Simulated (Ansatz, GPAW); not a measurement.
# Work function of a 9-layer slab of Ba(100) at several levels, part 2 of 3

Wanted: work functions and dipole of a 9-layer slab of Ba(100), with the cost of each level.

GPAW 26.7.0 and Ansatz 0.2.0; Ansatz plane waves; slab in vacuum with a dipole correction, relaxation (the session's first sound run).

So far, upper work function (eV): step 2 (relaxation) 2.36.

## 3. Plane waves, PBE

With the geometry fixed, the planar mean of the potential gives the vacuum level on each side.

This step: GPAW, PAW setups; slab in vacuum (GPAW 26.7.0).

The input, run.py:

```python
import json
import numpy as np
from ase import Atoms
from gpaw import GPAW, PW

slab = Atoms(
    ['Ba', 'Ba', 'Ba', 'Ba', 'Ba', 'Ba', 'Ba', 'Ba', 'Ba'],
    positions=[
        [0.00000, 0.00000, 9.00000],
        [2.51000, 2.51000, 11.51000],
        [0.00000, 0.00000, 14.02000],
        [2.51000, 2.51000, 16.53000],
        [0.00000, 0.00000, 19.03496],
        [2.51000, 2.51000, 21.55544],
        [0.00000, 0.00000, 24.08889],
        [2.51000, 2.51000, 26.51680],
        [-0.00000, 0.00000, 29.13487]],
    cell=[[5.02, 0.0, 0.0], [0.0, 5.02, 0.0], [0.0, 0.0, 38.08]],
    pbc=[True, True, False])

slab.calc = GPAW(mode=PW(400), xc='PBE', kpts={'size': (6, 6, 1), 'gamma': True},
                 occupations={'name': 'fermi-dirac', 'width': 0.1}, nbands='160%',
                 convergence={'density': 1e-05}, maxiter=200,
                 poissonsolver={'dipolelayer': 'xy'},
                 symmetry={'tolerance': 1e-3}, txt='slab.txt')
result = {}
energy = slab.get_potential_energy()
fermi = slab.calc.get_fermi_level()
v = slab.calc.get_electrostatic_potential().mean((0, 1)) - fermi
n = slab.calc.get_pseudo_density().mean((0, 1))
L = slab.cell[2, 2]
z = np.arange(len(v)) * L / len(v)
low, high = slab.positions[:, 2].min(), slab.positions[:, 2].max()
below, above = np.interp([low - 6.8, high + 6.8], z, v)
slopes = [np.interp(x, z, np.gradient(v, z)) for x in (low - 6.8, high + 6.8)]
eps = np.array([[slab.calc.get_eigenvalues(k, s) for k in range(len(slab.calc.get_ibz_k_points()))]
                for s in range(slab.calc.get_number_of_spins())]) - fermi
top, bottom = eps[eps < 0].max(), eps[eps > 0].min()
dipole = slab.get_dipole_moment()[2]
print(f'energy {energy:.4f} eV, Fermi level {fermi:.4f} eV, dipole {dipole:.5f} e A')
print(f'potential 6.8 A off the faces, from the Fermi level: lower {below:.4f} eV, upper {above:.4f} eV')
print(f'slope of the potential there: lower {slopes[0]:.5f}, upper {slopes[1]:.5f} eV/A')
print(f'nearest levels on the mesh: {top:.4f} and {bottom:.4f} eV')
print('magnetic moment', round(slab.get_magnetic_moment(), 3))
result.update(energy=energy, fermi=fermi, dipole=dipole, below=below, above=above, slopes=slopes, edges=[top, bottom],
              z=z.tolist(), v=v.tolist(), n=n.tolist(), positions=slab.positions.tolist(),
              forces=slab.get_forces(apply_constraint=False).tolist(), moments=slab.get_magnetic_moments().tolist())
json.dump(result, open('result.json', 'w'))
```

On the command line:

```
OMP_NUM_THREADS=1 OPENBLAS_NUM_THREADS=1 python run.py
```

The log of the run:

```text
energy -15.7669 eV, Fermi level 2.0788 eV, dipole 0.00076 e A
potential 6.8 A off the faces, from the Fermi level: lower 2.3599 eV, upper 2.3544 eV
slope of the potential there: lower -0.00025, upper 0.00026 eV/A
nearest levels on the mesh: -0.0050 and 0.0145 eV
magnetic moment 0.0
```

Wall time 39 min (1 thread of Arm Neoverse V2, shared host); peak memory 0.6 GiB.

This step gave:

```yaml
dipole_along_the_normal: 7.60e-4 e·Å
levels_nearest_the_fermi_level_on_the_mesh: -0.004971, 0.01451 eV from the Fermi level
upper_work_function: 2.354 eV
```

The electrostatic potential energy of an electron (without an applied field's), less the Fermi level, planar mean oscillates, so the rows of the table below give means over windows of 2.54 Å about each position, cut where the curve ends. Its maxima inside the range that stand out by 2 % of the span (Å: eV): 10.3: -0.648, 12.8: -0.578, 15.2: -0.597, 17.8: -0.601, 20.3: -0.556, 22.8: -0.493, 25.3: -0.883, 27.8: -0.281. Its minima: 9.0: -12.2, 11.5: -11.7, 14.1: -11.8, 16.5: -11.8, 19.0: -11.9, 21.6: -11.9, 24.1: -11.8, 26.6: -11.7, 29.1: -12.2.

The electrostatic potential energy of an electron (without an applied field's), less the Fermi level, planar mean by z; means over each step:

z (Å), electrostatic potential energy of an electron (without an applied field's), less the Fermi level, planar mean (eV) and a bar from the least value:
```
     1.27        2.4 ##############################
     3.81        2.4 ##############################
     6.35        2.0 ############################
     8.89       -5.0 
    11.43       -4.9 
    13.97       -5.0 
    16.51       -5.0 
    19.05       -5.0 
    21.59       -4.9 
    24.13       -5.0 
    26.67       -4.8 #
    29.21       -5.0 
    31.75        2.0 ############################
    34.29        2.3 ##############################
    36.83        2.4 ##############################
```

The pseudo valence density, planar mean oscillates, so the rows of the table below give means over windows of 1 Å about each position, cut where the curve ends. Its first 14 maxima inside the range that stand out by 2 % of the span (Å: e/Å³): 8.7: 0.210, 9.3: 0.213, 11.2: 0.216, 11.8: 0.219, 13.5: 0.214, 14.4: 0.220, 16.1: 0.218, 16.9: 0.220, 18.6: 0.220, 19.5: 0.219, 21.2: 0.220, 22.0: 0.218, 23.7: 0.221, 24.5: 0.218. Its first 14 minima: 9.1: 0.182, 10.2: 0.0755, 11.4: 0.186, 12.7: 0.0731, 14.0: 0.183, 15.2: 0.0727, 16.5: 0.181, 17.8: 0.0726, 19.0: 0.181, 20.3: 0.0712, 21.6: 0.180, 22.8: 0.0704, 24.1: 0.182, 25.4: 0.0817.

Table of pseudo valence density, planar mean by z; means over each step:

z (Å), pseudo valence density, planar mean (e/Å³) and a bar:
```
        3      0.000 
        4      0.000 
        5      0.000 
        6      0.002 
        7      0.009 #
        8      0.090 #############
        9      0.197 #############################
       10      0.117 #################
       11      0.178 ##########################
       12      0.179 ##########################
       13      0.115 #################
       14      0.202 ##############################
       15      0.120 ##################
       16      0.174 ##########################
       17      0.179 ###########################
       18      0.115 #################
       19      0.202 ##############################
       20      0.121 ##################
       21      0.171 #########################
       22      0.181 ###########################
       23      0.108 ################
       24      0.202 ##############################
       25      0.132 ####################
       26      0.177 ##########################
       27      0.180 ###########################
       28      0.097 ##############
       29      0.194 #############################
       30      0.114 #################
       31      0.012 ##
       32      0.002 
       33      0.000 
       34      0.000 
       35      0.000
```

Force by atom:

```
atom  x (eV/Å)  y (eV/Å)  z (eV/Å)   size
 Ba1     0.000     0.000    -0.074  0.074
 Ba2     0.000     0.000     0.117  0.117
 Ba3     0.000     0.000    -0.069  0.069
 Ba4     0.000     0.000     0.014  0.014
 Ba5     0.000     0.000     0.004  0.004
 Ba6     0.000     0.000     0.000  0.000
 Ba7     0.000     0.000     0.004  0.004
 Ba8     0.000     0.000     0.003  0.003
 Ba9     0.000     0.000     0.002  0.002
```

The potential is flat to 2.6e-4 eV/Å where it is read, so the vacuum is wide enough. The geometry is the other program's minimum; here the largest force on a free atom is 0.0040 eV/Å.

## 4. Self-consistent run: xc = "LDA"

The same geometry under LDA, to see how far the functional moves the levels against the vacuum.

run.py, as its differences from that of step 3:

```diff
@@ -20,3 +20,3 @@
 
-slab.calc = GPAW(mode=PW(400), xc='PBE', kpts={'size': (6, 6, 1), 'gamma': True},
+slab.calc = GPAW(mode=PW(400), xc='LDA', kpts={'size': (6, 6, 1), 'gamma': True},
                  occupations={'name': 'fermi-dirac', 'width': 0.1}, nbands='160%',
```

The log of the run:

```text
energy -18.2977 eV, Fermi level 1.8731 eV, dipole 0.00110 e A
potential 6.8 A off the faces, from the Fermi level: lower 2.5299 eV, upper 2.5220 eV
slope of the potential there: lower -0.00019, upper 0.00019 eV/A
nearest levels on the mesh: -0.0209 and 0.0291 eV
magnetic moment 0.0
```

Elapsed: 14 min, on 1 thread; peak memory 0.6 GiB.

Numbers from this step:

```yaml
dipole_along_the_normal: 0.001101 e·Å
levels_nearest_the_fermi_level_on_the_mesh: -0.02087, 0.02910 eV from the Fermi level
upper_work_function: 2.522 eV
lower_work_function: 2.530 eV
```

The electrostatic potential energy of an electron (without an applied field's), less the Fermi level, planar mean oscillates, so the rows of the table below give means over windows of 2.54 Å about each position, cut where the curve ends. Its maxima inside the range that stand out by 2 % of the span (Å: eV): 10.3: -0.405, 12.8: -0.33, 15.2: -0.353, 17.8: -0.355, 20.3: -0.309, 22.8: -0.251, 25.3: -0.631, 27.8: -0.0428. Its minima: 9.0: -12.0, 11.5: -11.5, 14.1: -11.5, 16.5: -11.6, 19.0: -11.6, 21.6: -11.6, 24.1: -11.6, 26.6: -11.5, 29.1: -11.9.

Table of electrostatic potential energy of an electron (without an applied field's), less the Fermi level, planar mean by z; means over each step:

z (Å), electrostatic potential energy of an electron (without an applied field's), less the Fermi level, planar mean (eV) and a bar from the least value:
```
     1.27        2.5 ##############################
     3.81        2.5 ##############################
     6.35        2.2 #############################
     8.89       -4.8 
    11.43       -4.7 
    13.97       -4.7 
    16.51       -4.7 
    19.05       -4.7 
    21.59       -4.7 
    24.13       -4.8 
    26.67       -4.6 #
    29.21       -4.8 
    31.75        2.1 ############################
    34.29        2.5 ##############################
    36.83        2.5 ##############################
```

The pseudo valence density, planar mean oscillates, so the rows of the table below give means over windows of 1 Å about each position, cut where the curve ends. Its first 14 maxima inside the range that stand out by 2 % of the span (Å: e/Å³): 8.7: 0.210, 9.3: 0.213, 11.2: 0.216, 11.8: 0.219, 13.5: 0.214, 14.4: 0.219, 16.1: 0.217, 16.9: 0.220, 18.6: 0.219, 19.5: 0.219, 21.2: 0.219, 22.0: 0.217, 23.7: 0.220, 24.5: 0.218. Its first 14 minima: 9.1: 0.183, 10.2: 0.0763, 11.4: 0.187, 12.7: 0.0739, 14.0: 0.183, 15.2: 0.0734, 16.5: 0.182, 17.8: 0.0733, 19.0: 0.181, 20.3: 0.0720, 21.6: 0.181, 22.8: 0.0711, 24.1: 0.182, 25.4: 0.0825.

Table of pseudo valence density, planar mean by z; means over each step:

z (Å), pseudo valence density, planar mean (e/Å³) and a bar:
```
        3      0.000 
        4      0.000 
        5      0.000 
        6      0.002 
        7      0.009 #
        8      0.090 #############
        9      0.198 #############################
       10      0.117 #################
       11      0.178 ##########################
       12      0.179 ##########################
       13      0.115 #################
       14      0.202 ##############################
       15      0.120 ##################
       16      0.174 ##########################
       17      0.179 ###########################
       18      0.115 #################
       19      0.202 ##############################
       20      0.121 ##################
       21      0.171 #########################
       22      0.181 ###########################
       23      0.108 ################
       24      0.202 ##############################
       25      0.132 ####################
       26      0.177 ##########################
       27      0.179 ###########################
       28      0.098 ##############
       29      0.194 #############################
       30      0.113 #################
       31      0.012 ##
       32      0.002 
       33      0.000 
       34      0.000 
       35      0.000
```

Force by atom:

```
atom  x (eV/Å)  y (eV/Å)  z (eV/Å)   size
 Ba1     0.000     0.000     0.119  0.119
 Ba2     0.000     0.000     0.128  0.128
 Ba3     0.000     0.000    -0.064  0.064
 Ba4     0.000     0.000     0.013  0.013
 Ba5     0.000     0.000     0.002  0.002
 Ba6     0.000     0.000     0.002  0.002
 Ba7     0.000     0.000     0.006  0.006
 Ba8     0.000     0.000    -0.020  0.020
 Ba9     0.000     0.000    -0.185  0.185
```

The upper face's work function is 2.522 eV, against 2.354 eV in the first plane-wave PBE run at this geometry.

## 5. Self-consistent run: xc = "revPBE"

The same geometry under revPBE, to see how far the functional moves the levels against the vacuum.

run.py, as its differences from that of step 4:

```diff
@@ -20,3 +20,3 @@
 
-slab.calc = GPAW(mode=PW(400), xc='LDA', kpts={'size': (6, 6, 1), 'gamma': True},
+slab.calc = GPAW(mode=PW(400), xc='revPBE', kpts={'size': (6, 6, 1), 'gamma': True},
                  occupations={'name': 'fermi-dirac', 'width': 0.1}, nbands='160%',
```

The log of the run:

```text
energy -14.1326 eV, Fermi level 2.1663 eV, dipole 0.00050 e A
potential 6.8 A off the faces, from the Fermi level: lower 2.2585 eV, upper 2.2550 eV
slope of the potential there: lower -0.00029, upper 0.00030 eV/A
nearest levels on the mesh: -0.0593 and 0.0015 eV
magnetic moment 0.0
```

Wall time 14 min (1 thread); peak memory 0.6 GiB.

Numbers from this step:

```
dipole along the normal                    : 5.00e-4 e·Å
levels nearest the Fermi level on the mesh : -0.05927, 0.001520 eV from the Fermi level
upper work function                        : 2.255 eV
lower work function                        : 2.259 eV
```

The electrostatic potential energy of an electron (without an applied field's), less the Fermi level, planar mean oscillates, so the rows of the table below give means over windows of 2.54 Å about each position, cut where the curve ends. Its maxima inside the range that stand out by 2 % of the span (Å: eV): 10.3: -0.734, 12.8: -0.670, 15.2: -0.686, 17.8: -0.692, 20.3: -0.647, 22.8: -0.582, 25.3: -0.975, 27.8: -0.367. Its minima: 9.0: -12.3, 11.5: -11.8, 14.1: -11.9, 16.5: -11.9, 19.0: -11.9, 21.6: -11.9, 24.1: -11.9, 26.6: -11.8, 29.1: -12.2.

The electrostatic potential energy of an electron (without an applied field's), less the Fermi level, planar mean by z; means over each step:

```
z (Å)  electrostatic potential energy of an electron (without an applied field's), less the Fermi level, planar mean (eV)
 1.27                                                                                                                2.26
 3.81                                                                                                                2.25
 6.35                                                                                                                1.89
 8.89                                                                                                               -5.05
11.43                                                                                                               -4.97
13.97                                                                                                               -5.05
16.51                                                                                                               -5.05
19.05                                                                                                               -5.03
21.59                                                                                                               -5.03
24.13                                                                                                               -5.09
26.67                                                                                                               -4.92
29.21                                                                                                               -5.05
31.75                                                                                                                1.86
34.29                                                                                                                2.25
36.83                                                                                                                2.26
```

The upper face's work function is 2.255 eV, against 2.354 eV in the first plane-wave PBE run at this geometry.

## 6. Self-consistent run: xc = "vdW-DF2"

The same geometry under vdW-DF2, to see how far the functional moves the levels against the vacuum (the van der Waals functionals take revPBE setups).

run.py, as its differences from that of step 5:

```diff
@@ -20,3 +20,3 @@
 
-slab.calc = GPAW(mode=PW(400), xc='revPBE', kpts={'size': (6, 6, 1), 'gamma': True},
+slab.calc = GPAW(mode=PW(400), xc='vdW-DF2', kpts={'size': (6, 6, 1), 'gamma': True},
                  occupations={'name': 'fermi-dirac', 'width': 0.1}, nbands='160%',
```

The log of the run:

```text
energy -1014.8273 eV, Fermi level 1.9652 eV, dipole 0.00140 e A
potential 6.8 A off the faces, from the Fermi level: lower 2.7034 eV, upper 2.6934 eV
slope of the potential there: lower -0.00144, upper 0.00142 eV/A
nearest levels on the mesh: -0.0465 and 0.0001 eV
magnetic moment 0.0
```

Wall time 36 min (1 thread); peak memory 1.1 GiB.

Numbers from this step:

| Item | Value |
| --- | --- |
| dipole along the normal | 0.001398 e·Å |
| levels nearest the Fermi level on the mesh | -0.04646, 1.02e-4 eV from the Fermi level |
| upper work function | 2.693 eV |
| lower work function | 2.703 eV |

The upper face's work function is 2.693 eV, against 2.354 eV in the first plane-wave PBE run at this geometry.

## 7. Self-consistent run: xc = "RPBE"

The same geometry under RPBE, to see how far the functional moves the levels against the vacuum.

run.py, as its differences from that of step 6:

```diff
@@ -20,3 +20,3 @@
 
-slab.calc = GPAW(mode=PW(400), xc='vdW-DF2', kpts={'size': (6, 6, 1), 'gamma': True},
+slab.calc = GPAW(mode=PW(400), xc='RPBE', kpts={'size': (6, 6, 1), 'gamma': True},
                  occupations={'name': 'fermi-dirac', 'width': 0.1}, nbands='160%',
```

The log of the run:

```text
energy -13.8601 eV, Fermi level 2.1852 eV, dipole 0.00064 e A
potential 6.8 A off the faces, from the Fermi level: lower 2.2559 eV, upper 2.2513 eV
slope of the potential there: lower -0.00031, upper 0.00032 eV/A
nearest levels on the mesh: -0.0562 and 0.0038 eV
magnetic moment 0.0
```

Run time: 16 min. Hardware: 1 thread; peak memory 0.6 GiB.

Numbers from this step:

| Property | Result |
| --- | --- |
| dipole along the normal | 6.37e-4 e·Å |
| levels nearest the Fermi level on the mesh | -0.05622, 0.003848 eV from the Fermi level |
| upper work function | 2.251 eV |
| lower work function | 2.256 eV |

The electrostatic potential energy of an electron (without an applied field's), less the Fermi level, planar mean oscillates, so the rows of the table below give means over windows of 2.54 Å about each position, cut where the curve ends. Its maxima inside the range that stand out by 2 % of the span (Å: eV): 10.3: -0.764, 12.8: -0.701, 15.2: -0.717, 17.8: -0.723, 20.3: -0.678, 22.8: -0.613, 25.3: -1.01, 27.8: -0.397. Its minima: 9.0: -12.3, 11.5: -11.8, 14.1: -11.9, 16.5: -11.9, 19.0: -12.0, 21.6: -12.0, 24.1: -11.9, 26.6: -11.8, 29.1: -12.2.

The electrostatic potential energy of an electron (without an applied field's), less the Fermi level, planar mean by z; means over each step:

z (Å), electrostatic potential energy of an electron (without an applied field's), less the Fermi level, planar mean (eV) and a bar from the least value:
```
     1.27        2.3 ##############################
     3.81        2.3 ##############################
     6.35        1.9 ############################
     8.89       -5.1 
    11.43       -5.0 #
    13.97       -5.1 
    16.51       -5.1 
    19.05       -5.1 
    21.59       -5.1 
    24.13       -5.1 
    26.67       -5.0 #
    29.21       -5.1 
    31.75        1.8 ############################
    34.29        2.2 ##############################
    36.83        2.3 ##############################
```

The upper face's work function is 2.251 eV, against 2.354 eV in the first plane-wave PBE run at this geometry.

(Part 2 of 3 ends here.)

[Logs are printed without paths, hosts, clocks, repeated set-up lines and the standing remarks that a program may print on its own settings, such as how far it seeks lower states.]

[Hosts, paths, dates, database ids (printed as entryN), source tags and the programs' standing remarks are cut or masked in the printed files.]
